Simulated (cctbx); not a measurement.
**A crystallographic session in cctbx: LiSc2CoS4**

Library: cctbx 2025.11. The data are simulated by the first script.

## 1. Simulate the data

run.py:

```python
from cctbx import adptbx, crystal, miller, sgtbx, xray
from cctbx.array_family import flex
from iotbx.shelx import hklf
from scitbx import matrix
import scitbx.random

cs = crystal.symmetry(unit_cell=(3.749, 13.006, 13.005, 90, 90, 90), space_group_symbol='Hall: -C 2c 2')  # Cmcm
atoms = [  # label, site, U (iso, or U11 U22 U33 U12 U13 U23 in A^2), occupancy
    ("Co1", (0, 0.1621, 0.25), (0.0132, 0.0176, 0.0106, 0.0000, 0.0000, 0.0000), 0.6),
    ("Sc1", (0, 0.3638, 0.9383), (0.0104, 0.0110, 0.0219, 0.0000, 0.0000, -0.0009), 1),
    ("S1", (0.5, 0.0784, 0.25), (0.0185, 0.0112, 0.0141, 0.0000, 0.0000, 0.0000), 1),
    ("S2", (0, 0.2589, 0.3857), (0.0163, 0.0114, 0.0143, 0.0000, 0.0000, -0.0003), 1),
    ("S3", (0, 0, 0), (0.0088, 0.0063, 0.0095, 0.0000, 0.0000, 0.0008), 1),
    ("Li1", (0.5, 0.3972, 0.25), (0.0227, 0.0181, 0.0264, 0.0000, 0.0000, 0.0000), 1),
]
xs = xray.structure(crystal_symmetry=cs)
for label, site, u, occ in atoms:
    u = adptbx.u_cif_as_u_star(cs.unit_cell(), u) if isinstance(u, tuple) else u
    xs.add_scatterer(xray.scatterer(label, site=site, u=u, occupancy=occ))
xs.set_inelastic_form_factors(0.71073, "sasaki")
xs.show_summary()
p1 = xs.expand_to_p1()
ms = miller.build_set(p1, anomalous_flag=True, d_min=0.75)
flex.set_random_seed(266092)
scitbx.random.set_random_seed(266092)
ms = ms.select(flex.random_double(ms.size()) < 0.5)
i = ms.structure_factors_from_scatterers(p1, algorithm="direct").f_calc().as_intensity_array().data()
i = i * 20000 / flex.max(i)
sig = flex.sqrt(i + flex.pow2(0.04 * i) + 15 ** 2)
noise = scitbx.random.variate(scitbx.random.normal_distribution())(i.size())
data = ms.array(data=i + sig * noise, sigmas=sig).set_observation_type_xray_intensity()
with open("data.hkl", "w") as f:
    data.export_as_shelx_hklf(f)
print("reflections written:", data.size(), " <I/sigma> = %.1f" % flex.mean(data.data() / data.sigmas()))
for h, a, b in list(data.sort("data"))[:12]:
    print("%4d%4d%4d %9.1f %7.1f" % (h + (a, b)))
```

```console
$ python run.py
```

```text
Number of scatterers: 6
At special positions: 6
Unit cell: (3.749, 13.006, 13.005, 90, 90, 90)
Space group: C m c m (No. 63)
reflections written: 3125  <I/sigma> = 4.8
   2   0   0   21396.2   812.5
  -1   5   3   10271.8   407.4
   1   5  -3   10110.7   407.4
   1   5   3    9956.8   407.4
  -1   5  -3    9941.3   407.4
   1  -5   3    9786.8   407.4
  -1  -5  -3    9551.3   407.4
   0  -2  -5    7712.4   319.0
   0   2   5    7551.5   319.0
  -1   3  -2    7209.8   297.0
  -1   3   2    7199.5   297.0
  -1  -3   2    7183.3   297.0
```

It took 0.29 s on 1 thread of Arm Neoverse V2, on a shared host, peak memory 0.07 GiB.

## 2. Refinement

run.py:

```python
import math
from cctbx import adptbx, crystal, maptbx, sgtbx, xray
from cctbx.array_family import flex
from cctbx.xray import observations
from iotbx.shelx import hklf
from scitbx.lstbx import normal_eqns_solving
from smtbx import absolute_structure, utils
from smtbx.refinement import constraints, least_squares

cs = crystal.symmetry(unit_cell=(3.749, 13.006, 13.005, 90, 90, 90), space_group_symbol='Hall: -C 2c 2')  # Cmcm
atoms = [  # label, site, U (iso, or U11 U22 U33 U12 U13 U23 in A^2), occupancy
    ("Co1", (0, 0.1621, 0.25), 0.0200, 1),
    ("Sc1", (0, 0.3638, 0.9383), 0.0200, 1),
    ("S1", (0.5, 0.0784, 0.25), 0.0200, 1),
    ("S2", (0, 0.2589, 0.3857), 0.0200, 1),
    ("S3", (0, 0, 0), 0.0200, 1),
    ("Li1", (0.5, 0.3972, 0.25), 0.0200, 1),
]
xs = xray.structure(crystal_symmetry=cs)
for label, site, u, occ in atoms:
    u = adptbx.u_cif_as_u_star(cs.unit_cell(), u) if isinstance(u, tuple) else u
    xs.add_scatterer(xray.scatterer(label, site=site, u=u, occupancy=occ))
xs.set_inelastic_form_factors(0.71073, "sasaki")
xs.convert_to_anisotropic()
raw = hklf.reader(file_name="data.hkl").as_miller_arrays(crystal_symmetry=cs, anomalous=True)[0]
merged = raw.eliminate_sys_absent().merge_equivalents()
fo2 = merged.array().set_observation_type_xray_intensity()
print("Rint %.3f, %d unique reflections to %.2f A" % (merged.r_int(), fo2.size(), fo2.d_min()))
for sc in xs.scatterers():
    sc.flags.set_grad_site(True)
    sc.flags.set_grad_u_aniso(sc.flags.use_u_aniso())
    sc.flags.set_grad_u_iso(sc.flags.use_u_iso())
obs = fo2.as_xray_observations()
extra = {}
rep = constraints.reparametrisation(xs, [], utils.connectivity_table(xs), **extra)
ls = least_squares.crystallographic_ls(obs, rep, weighting_scheme=least_squares.mainstream_shelx_weighting(a=0, b=0))
print("cycle     R1     wR2    GooF  max shift (A)")
for cycle in range(12):
    ls.build_up()
    r1, wr2, goof = ls.r1_factor(cutoff_factor=2)[0], ls.wR2(), ls.goof()
    old = xs.sites_cart()
    normal_eqns_solving.levenberg_marquardt_iterations(ls, n_max_iterations=3, tau=1e-06, step_threshold=1e-7)
    big = flex.max((xs.sites_cart() - old).norms())
    print("%4d %7.4f %7.4f %7.3f %9.5f" % (cycle + 1, r1, wr2, goof, big))
    ls.build_up(objective_only=True)
    if abs(ls.wR2() - wr2) < 5e-5 and big < 5e-4:
        break
ls.build_up()
print("final R1 %.4f wR2 %.4f GooF %.3f  parameters %d  data/parameter %.1f" % (ls.r1_factor(cutoff_factor=2)[0], ls.wR2(), ls.goof(), ls.n_parameters, fo2.size() / ls.n_parameters))
cov = ls.covariance_matrix_and_annotations()
su = dict(zip(cov.annotations, (math.sqrt(max(v, 0)) for v in cov.matrix.matrix_packed_u_diagonal())))
a2 = cs.unit_cell().reciprocal_parameters()[0] ** -2
print("atom        x        y        z      Ueq    occ   su(xyz)  su(Uiso or U11)")
for sc in xs.scatterers():
    s = max(su.get(sc.label + k, 0) for k in (".x", ".y", ".z"))
    npd = "" if sc.is_positive_definite_u(cs.unit_cell()) else "  NPD"
    print("%-5s %8.5f %8.5f %8.5f %8.4f %6.3f %8.5f %7.4f%s" % ((sc.label,) + sc.site + (sc.u_iso_or_equiv(cs.unit_cell()), sc.occupancy, s, su.get(sc.label + ".uiso", su.get(sc.label + ".u11", 0) * a2), npd)))
fo = fo2.f_sq_as_f()
fc = fo.structure_factors_from_scatterers(xs, algorithm="direct").f_calc()
diff = fo.f_obs_minus_f_calc(1 / math.sqrt(ls.scale_factor()), fc).average_bijvoet_mates()
m = diff.fft_map(symmetry_flags=maptbx.use_space_group_symmetry, resolution_factor=0.25).apply_volume_scaling()
print("difference map: max %.2f min %.2f rms %.2f" % (m.statistics().max(), m.statistics().min(), m.statistics().sigma()))
peaks = m.peak_search(parameters=maptbx.peak_search_parameters(min_distance_sym_equiv=0.6, max_clusters=6)).all()
near = xs.closest_distances(peaks.sites(), distance_cutoff=4)
sps = cs.special_position_settings(min_distance_sym_equiv=0.5)
for k, (x, h) in enumerate(zip(peaks.sites(), peaks.heights())):
    ss = sps.site_symmetry(x)
    print("Q%-3d %7.4f %7.4f %7.4f %4d %7.2f  %.2f A from %s" % ((k + 1,) + tuple(t % 1 for t in ss.exact_site()) + (ss.multiplicity(), h, near.smallest_distances[k], xs.scatterers()[near.i_seqs[k]].label)))
```

```console
$ python run.py
```

```text
Rint 0.043, 449 unique reflections to 0.76 A
cycle     R1     wR2    GooF  max shift (A)
   1  0.2200  0.4382   9.516   0.02953
   2  0.0898  0.2211   4.802   0.00019
final R1 0.0899 wR2 0.2211 GooF 4.802  parameters 28  data/parameter 16.0
atom        x        y        z      Ueq    occ   su(xyz)  su(Uiso or U11)
Co1    0.00000  0.16221  0.25000   0.0344  1.000  0.00038  0.0027
Sc1    0.00000  0.36408  0.93823   0.0078  1.000  0.00022  0.0014
S1     0.50000  0.07842  0.25000   0.0080  1.000  0.00039  0.0026
S2     0.00000  0.25885  0.38604   0.0075  1.000  0.00028  0.0016
S3     0.00000  0.00000  0.00000   0.0027  1.000  0.00000  0.0020  NPD
Li1    0.50000  0.39946  0.25000   0.0194  1.000  0.00359  0.0203
difference map: max 3.94 min -4.22 rms 0.58
Q1    0.0000  0.0000  0.0000    4    3.94  0.00 A from S3
Q2    0.0000  0.2620  0.1367    8    2.97  0.30 A from S2
Q3    0.0000  0.3483  0.5702    8    2.62  0.23 A from Sc1
Q4    0.0000  0.4234  0.7500    4    1.98  0.02 A from S1
Q5    0.0000  0.3193  0.7500    4    1.44  1.33 A from S1
Q6    0.1292  0.1735  0.1769   16    1.26  1.08 A from Co1
```

Time: 0.51 s.

This run holds a fault made on purpose: disorder ignored: each site full, of its main element.

## 3. Refinement (occupancies of the disordered sites free, main element alone)

run.py, as its changes from the last script of this kind:

```diff
@@ -12,6 +12,6 @@
-    ("Co1", (0, 0.1621, 0.25), 0.0200, 1),
-    ("Sc1", (0, 0.3638, 0.9383), 0.0200, 1),
-    ("S1", (0.5, 0.0784, 0.25), 0.0200, 1),
-    ("S2", (0, 0.2589, 0.3857), 0.0200, 1),
-    ("S3", (0, 0, 0), 0.0200, 1),
-    ("Li1", (0.5, 0.3972, 0.25), 0.0200, 1),
+    ("Co1", (0, 0.16221, 0.25), 0.0120, 1),
+    ("Sc1", (0, 0.36408, 0.93823), 0.0120, 1),
+    ("S1", (0.5, 0.07842, 0.25), 0.0120, 1),
+    ("S2", (0, 0.25885, 0.38604), 0.0120, 1),
+    ("S3", (0, 0, 0), 0.0120, 1),
+    ("Li1", (0.5, 0.39946, 0.25), 0.0120, 1),
@@ -32,0 +33 @@
+    sc.flags.set_grad_occupancy(sc.label in ('Co1',))
@@ -38 +39 @@
-for cycle in range(12):
+for cycle in range(20):
@@ -57,0 +59 @@
+print("su of occupancy Co1: %.3f" % su["Co1.occ"])
```

```console
$ python run.py
```

```text
Rint 0.043, 449 unique reflections to 0.76 A
cycle     R1     wR2    GooF  max shift (A)
   1  0.2049  0.4038   8.782   0.00346
   2  0.0435  0.1016   2.209   0.00526
   3  0.0272  0.0569   1.238   0.00124
   4  0.0229  0.0464   1.008   0.00024
   5  0.0222  0.0450   0.979   0.00005
   6  0.0220  0.0449   0.976   0.00002
final R1 0.0220 wR2 0.0449 GooF 0.975  parameters 29  data/parameter 15.5
atom        x        y        z      Ueq    occ   su(xyz)  su(Uiso or U11)
Co1    0.00000  0.16214  0.25000   0.0140  0.600  0.00008  0.0005
Sc1    0.00000  0.36379  0.93835   0.0145  1.000  0.00005  0.0003
S1     0.50000  0.07840  0.25000   0.0147  1.000  0.00008  0.0005
S2     0.00000  0.25880  0.38573   0.0140  1.000  0.00006  0.0003
S3     0.00000  0.00000  0.00000   0.0085  1.000  0.00000  0.0004
Li1    0.50000  0.39867  0.25000   0.0238  1.000  0.00061  0.0042
su of occupancy Co1: 0.003
difference map: max 0.63 min -0.53 rms 0.15
Q1    0.0000  0.2563  0.7500    4    0.65  2.02 A from Li1
Q2    0.2043  0.2333  0.2500    8    0.61  1.20 A from Co1
Q3    0.0000  0.3200  0.2500    4    0.52  1.94 A from S2
Q4    0.0000  0.3310  0.1708    8    0.52  1.19 A from S2
Q5    0.0000  0.0000  0.0000    4    0.52  0.00 A from S3
Q6    0.0000  0.0670  0.5698    8    0.51  1.26 A from S3
```

Run time: 0.7 s on 1 thread of Arm Neoverse V2, on a shared host, peak memory 0.09 GiB.

[Logs are printed without paths, hosts, clocks, repeated set-up lines and the standing remarks that a program may print on its own settings, such as how far it seeks lower states.]
